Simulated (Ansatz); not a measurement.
## Lattice dynamics of Ti2NF2 monolayer

Aim: the phonons of Ti2NF2 monolayer at a cell relaxed beforehand at this level. After the zone centre comes a 4×4×1 q mesh on a 20×20×1 k mesh.

Program: Ansatz 0.2.0. Level of theory: DFT PBE, scalar-relativistic, plane waves, PAW; PAW set soft_1. Results are calculated unless marked as measured.

**1. Set-up**

The cell holds 5 atoms: 1 N, 2 Ti and 2 F. Its edges and angles: a = 3.060 Å, b = 3.060 Å, c = 33.200 Å, α = 90.0°, β = 90.0°, γ = 120.0°. Vacuum lies along c.

As a file:

```
N Ti F
1.0
     3.06026    0.00000    0.00000
    -1.53013    2.65026    0.00000
     0.00000    0.00000   33.20000
N Ti F
1 2 2
Direct
  0.00000 0.00000 0.30120
  0.33333 0.66667 0.33332
  0.66667 0.33333 0.26909
  0.66667 0.33333 0.37091
  0.33333 0.66667 0.23150
```

**2. Linear response at the zone centre**

The cell comes from relaxations at this level that are not shown. The zone centre comes first: it holds the modes that light can see, as far as symmetry allows. No field response is asked, since the mesh shows no gap.

File input.yaml:

```yaml
crystal:
  lattice:
    - [3.060259355, 0.0, 0.0]
    - [-1.5301296775, 2.6502623436, 0.0]
    - [0.0, 0.0, 33.2]
  atoms:
    - { symbol: "N", position: [0.0, 0.0, 0.3012048193] }
    - { symbol: Ti, position: [0.3333333333, 0.6666666667, 0.3333194062] }
    - { symbol: Ti, position: [0.6666666667, 0.3333333333, 0.2690902323] }
    - { symbol: F, position: [0.6666666667, 0.3333333333, 0.3709108709] }
    - { symbol: F, position: [0.3333333333, 0.6666666667, 0.2314987677] }
  periodic: [true, true, false]
kpoints:
  mp_grid: { grid: [18, 18, 1] }
hamiltonian:
  xc: pbe
  pseudopotentials: { kind: paw, azcp: { folder: soft_1 } }
scf:
  occupations: { method: methfessel_paxton, width: 0.2 }
output:
  eigenvalues: true
phonons:
  method: dfpt
```

Launch:

```bash
ansatz run input.yaml --threads 4 --pin off --max-ram 16384MiB --backend cpu --events-out ev --progress --plain --runs-dir out
```

Numbers of over 12 decimals in the logs are rounded to 6 here.

The program printed:

```text
Warning: crystal.symmetry: narrowed to the stabiliser of the run's FFT grids — unitary ops 12 → 6. A phonons.method: dfpt run fills in the rows of the dynamical matrix that it does not solve by its symmetry operations, which is exact only for operations that map its FFT grids onto themselves: filled in by any other, the frequencies could depend on the order in which like atoms are typed, or, by more than the grids' own error, on where the crystal sits among the grids' points. Excluded: 6 operations. The run can therefore solve more perturbations, solve them on more k-points, or both, and cost more. [rest of the remark cut]
Engine: ansatz 0.2.0, aarch64-unknown-linux-gnu
Pseudopotentials: kind: paw
Pseudopotential: N, paw, valence charge 5, recommended cutoff 420 eV (normal), soft_1/N.paw.azcp
Pseudopotential: Ti, paw, valence charge 12, recommended cutoff 420 eV (normal), soft_1/Ti.paw.azcp
Pseudopotential: F, paw, valence charge 7, recommended cutoff 420 eV (normal), soft_1/F.paw.azcp
Functional definition: PBE
  parameter kappa = 0.804
  parameter beta = 0.066725
  exchange = pbe_x(kappa = kappa, mu = beta*pi^2/3)
  correlation = pbe_c(beta = beta)
Crystal: 5 atoms, lattice volume = 269.268 Å³
Basis set: ecut = 420 eV, 5235 PW (Γ), exchange–correlation on 48×48×450 points (8 copies of the dense FFT grid, shifted against one another)
Bands: 27, of which v1, the nominal top of the filled ones, is band 22 counted from 1 (21 counted from 0)
Symmetry: 12 space group operations
k-points: 91 of 324 (irreducible under 2 space group operations, time reversal used)
Non-local potential: N, projectors of the file, l = 0: 2, l = 1: 2, l = 2: 1
Non-local potential: Ti, projectors of the file, l = 0: 3, l = 1: 2, l = 2: 3, l = 3: 1
Non-local potential: F, projectors of the file, l = 0: 2, l = 1: 2, l = 2: 1
PAW form: soft (Blöchl's): semilocal exchange-correlation on the pseudo side does not see the compensation charge
PAW one-centre angular grid: N, 110 points (default); XC on 64 Gauss nodes
PAW one-centre angular grid: Ti, 590 points (default); XC on 64 Gauss nodes
PAW one-centre angular grid: F, 110 points (default); XC on 64 Gauss nodes
Initial density: superposition of atomic densities (neutral atoms: chi_scale 0, normalization atom)
Initial wavefunctions: pseudopotential atomic-orbital guess
Functional: x = pbe(κ = 0.804, μ = 0.219515), c = pbe(β = 0.066725)
SCF iter   1: F=—  HF=-7011.189530 eV  |F-HF|=—  |Δ(HF+E_count)|=         —  Δρ=6.71e-2  dr2=1.64e1  ethr=3.10e-3  ⟨swp⟩=11.1  Hψ=16992  notcnv=0
preconditioner: auto → LDOS  [metal: Δε(μ)=0.012 eV  Ē_g=9.745 eV  σ=0.200 eV  W_gap=0.05  n_scr=20 (ndim 8)  ℏωp=10.9 eV  f_vac=0.771  D(μ)=1.35/eV (n_scr^D=10)  β→1.0]
SCF iter   2: F=—  HF=-7012.126882 eV  |F-HF|=—  |Δ(HF+E_count)|=   9.37e-1  S|Δr|=    0.00e0  Δρ=9.45e-2  dr2=2.57e1  ethr=3.10e-3  ⟨swp⟩=8.1  Hψ=23973  notcnv=0
automatic band count: the SCF goes on with 32 bands, as 27 were too few: they end inside the smearing window of the response
SCF iter   3: F=—  HF=-7006.984892 eV  |F-HF|=—  |Δ(HF+E_count)|=    5.14e0  S|Δr|=    0.00e0  Δρ=1.54e-2  dr2=3.36e-1  ethr=3.10e-3  ⟨swp⟩=5.3  Hψ=9400  notcnv=0  defer=226
SCF iter   4: F=—  HF=-7006.957009 eV  |F-HF|=—  |Δ(HF+E_count)|=   2.79e-2  S|Δr|=    0.00e0  Δρ=6.00e-3  dr2=1.01e-1  ethr=7.82e-4  ⟨swp⟩=3.3  Hψ=6630  notcnv=0  defer=234
SCF iter   5: F=—  HF=-7006.931875 eV  |F-HF|=—  |Δ(HF+E_count)|=   2.51e-2  S|Δr|=    0.00e0  Δρ=1.81e-3  dr2=1.27e-2  ethr=2.36e-4  ⟨swp⟩=3.2  Hψ=5598  notcnv=0  defer=234
SCF iter   6: F=—  HF=-7006.928736 eV  |F-HF|=—  |Δ(HF+E_count)|=   3.14e-3  S|Δr|=    0.00e0  Δρ=3.79e-4  dr2=3.99e-4  ethr=2.95e-5  ⟨swp⟩=3.5  Hψ=5314  notcnv=0  defer=234
SCF iter   7: F=—  HF=-7006.928740 eV  |F-HF|=—  |Δ(HF+E_count)|=   3.59e-6  S|Δr|=    0.00e0  Δρ=9.39e-5  dr2=1.17e-5  ethr=9.29e-7  ⟨swp⟩=3.3  Hψ=5715  notcnv=0  defer=234
SCF iter   8: F=—  HF=-7006.928748 eV  |F-HF|=—  |Δ(HF+E_count)|=   7.82e-6  S|Δr|=    0.00e0  Δρ=4.60e-5  dr2=7.20e-6  ethr=2.73e-8  ⟨swp⟩=3.9  Hψ=6552  notcnv=0  defer=234
SCF iter   9: F=—  HF=-7006.928748 eV  |F-HF|=—  |Δ(HF+E_count)|=   2.19e-7  S|Δr|=    0.00e0  Δρ=1.32e-5  dr2=5.44e-7  ethr=1.68e-8  ⟨swp⟩=2.4  Hψ=3739  notcnv=0  defer=234
SCF iter  10: F=—  HF=-7006.928738 eV  |F-HF|=—  |Δ(HF+E_count)|=   9.49e-6  S|Δr|=    0.00e0  Δρ=3.51e-6  dr2=1.42e-8  ethr=1.27e-9  ⟨swp⟩=3.1  Hψ=5532  notcnv=0  defer=234
SCF iter  11: F=—  HF=-7006.928738 eV  |F-HF|=—  |Δ(HF+E_count)|=   3.47e-8  S|Δr|=    0.00e0  Δρ=9.98e-7  dr2=1.74e-9  ethr=3.30e-11  ⟨swp⟩=3.8  Hψ=6531  notcnv=0  defer=234
SCF iter  12: F=—  HF=-7006.928738 eV  |F-HF|=—  |Δ(HF+E_count)|=   7.47e-9  S|Δr|=    0.00e0  Δρ=2.23e-7  dr2=9.86e-11  ethr=4.05e-12  ⟨swp⟩=3.0  Hψ=5561  notcnv=0  defer=234
SCF iter  13: F=-7006.928738 eV  HF=-7006.928738 eV  |F-HF|=1.55e-11  |Δ(HF+E_count)|=  3.30e-10  S|Δr|=    0.00e0  Δρ=3.14e-8  dr2=1.12e-12  ethr=1.00e-12  ⟨swp⟩=33.0  Hψ=30775  notcnv=0
SCF 1 converged in 13 iterations: F = -7006.928738 eV  dr2 = 1.12e-12
  greatest PAW one-centre occupation: 0.999 electrons in one spin orbital (limit 2), on the Ti atom at site 2 (counted from 0), in its partial waves of l = 0
DFPT response loops at Γ: preconditioner auto → none (partly filled bands, converged f_vac=0.785); β = 0.50; Broyden in place of MSR1
SCF converged after 13 iterations
Stability not checked: this state was not tested for a lower state beside it, because cold or Methfessel-Paxton smearing, or corrected tetrahedra, fill the levels in a way that the test cannot read (fill_not_monotonic; see scf.lower_state_search)
Free energy (F): -7006.928738 eV
Harris-Foulkes:  -7006.928738 eV  (|F-HF|=1.55e-11)
Internal energy: -7006.927747 eV  (E = F + TS)
E sigma→0 (E₀):  -7006.928491 eV
Entropy (-TS):   -0.000992 eV (-0.198 meV/atom)
Fermi energy:    -4.460136 eV
--- Per-component energies (eV) ---
  E_band       = -1090.524527
  E_kinetic    = 1088.815424
  E_local      = -136119.386359  (includes V_loc(G=0)·N_el)
  E_nonlocal   = 330.951355
  E_hartree    = 67343.726162
  E_xc         = -447.767899
  E_vxc        = -566.616467  (∫ρ·V_xc dr)
  E_paw        = -2621.559601  (= ΣΔE_a)
  E_vpaw       = -511.743006  (= ΣTr[D̂ρ^β])
  E_aug_tail   = 0.002161  (compensation charges beyond the density's cutoff)
  E_ewald      = 63418.291010
  E_smearing   = -0.000992  (= −TS)
  E_closure    = -0.000000  (closes the sum)
  Σ components = -7006.928738   (vs F -7006.928738, Δ=0.00e0)
--- Band table (eV; the first three rows and the last of 91) ---
  k-point 0: bands = [... 18 lower, -9.3329, -9.3329, -5.1296, -5.1296, -4.3434, -3.1304, -3.1304, -3.1255, ... 6 higher]
  k-point 1: bands = [... 18 lower, -9.4241, -9.3602, -5.1840, -5.0774, -4.3460, -3.2164, -3.1323, -3.0605, ... 6 higher]
  k-point 2: bands = [... 18 lower, -9.5704, -9.4325, -5.3426, -4.9280, -4.3352, -3.3040, -3.1130, -3.0844, ... 6 higher]
  k-point 90: bands = [... 18 lower, -10.2862, -9.7800, -5.3898, -4.8018, -3.2720, -2.9586, -2.7942, -2.4624, ... 6 higher]
  ° read free of the cell's end (the report's vacuum.weakly_bound_levels)
--- Phonons (Γ-DFPT): 10 representative perturbations + reference, on 91 of 324 k-points (Σ response iterations 54) ---
  ASR residual: 4.058e-5 → 0.000e0 eV/Å²; symmetrization residual: 5.509e-6 eV/Å²
  The last average, over the group as it would stand without the narrowing to the FFT grids, took up to 1.199e-6 eV/Å² of the zone centre's force constants
  ASR residual per site (eV/Å²): 4.06e-5 6.05e-6 8.72e-6 2.41e-6 1.81e-6
  Γ frequencies (cm⁻¹): 0.00 0.00 0.00 192.35 192.35 262.18 266.51 266.51 284.38 284.38 451.86 499.33 576.68 658.53 658.53
  non-analytic LO–TO correction: not included (Born effective charges unavailable; polar crystals: no LO–TO splitting at Γ)
```

The job ended after 4.6 min (4 threads of Arm Neoverse V1, shared host; peak memory 2.5 GiB).

In the SCF lines HF is the Harris–Foulkes energy and dr2 the Hartree energy of the density residual, in eV; the loop may stop once dr2 is under the threshold and the program's other checks hold. Hψ counts applications of the Hamiltonian.

This run has no spin polarisation, although Ti can carry a moment.

Numbers from this step:

```yaml
gap_on_the_k_mesh: 0 eV
sum_rule_residual_before_enforcement: 4.06e-5 eV/Å²
point_group: -3m
area_per_atom: 1.622 Å²
highest_optical_mode_at_the_zone_centre_no_lo_to_term: 658.5 cm⁻¹
lowest_optical_zone_centre_mode: 192.3 cm⁻¹
```

Patterns of degenerate modes are one choice out of their space. The modes at Γ (shares of kinetic energy by element, %):

| mode | frequency (cm⁻¹) | symmetry | N % | Ti % | F % |
| --- | --- | --- | --- | --- | --- |
| 1 | 0.0 | acoustic | 9 | 65 | 26 |
| 2 | 0.0 | acoustic | 9 | 65 | 26 |
| 3 | 0.0 | acoustic | 9 | 65 | 26 |
| 4 | 192.3 | Eg | 0 | 37 | 63 |
| 5 | 192.3 | Eg | 0 | 37 | 63 |
| 6 | 262.2 | A1g | 0 | 50 | 50 |
| 7 | 266.5 | Eu | 3 | 22 | 74 |
| 8 | 266.5 | Eu | 3 | 22 | 74 |
| 9 | 284.4 | Eg | 0 | 63 | 37 |
| 10 | 284.4 | Eg | 0 | 63 | 37 |
| 11 | 451.9 | A2u | 9 | 18 | 73 |
| 12 | 499.3 | A1g | 0 | 50 | 50 |
| 13 | 576.7 | A2u | 82 | 17 | 1 |
| 14 | 658.5 | Eu | 87 | 13 | 0 |
| 15 | 658.5 | Eu | 87 | 13 | 0 |

Displacements in mode 4 (192.3 cm⁻¹), the largest set to 1:
```
N1   0.00  0.00  0.00
Ti2 -0.09 -0.49  0.00
Ti3  0.09  0.49  0.00
F4  -0.18 -1.00  0.00
F5   0.18  1.00  0.00
```

Displacements in mode 7 (266.5 cm⁻¹), the largest set to 1:
```
N1  -0.01 -0.34  0.00
Ti2 -0.01 -0.35  0.00
Ti3 -0.01 -0.35  0.00
F4   0.02  1.00  0.00
F5   0.02  1.00  0.00
```

Before it was imposed, the acoustic sum rule was missed by 4.1e-5 eV/Å². Small misses are needed for a sound result but don't prove that mesh and cutoff are converged. The lowest optical mode is real, 192 cm⁻¹.

[end of part 1 of 2]

[Logs are printed without paths, hosts, clocks, repeated set-up lines and the standing remarks that a program may print on its own settings, such as how far it seeks lower states.]

[Hosts, paths, dates, database ids (printed as entryN), source tags and the programs' standing remarks are cut or masked in the printed files.]
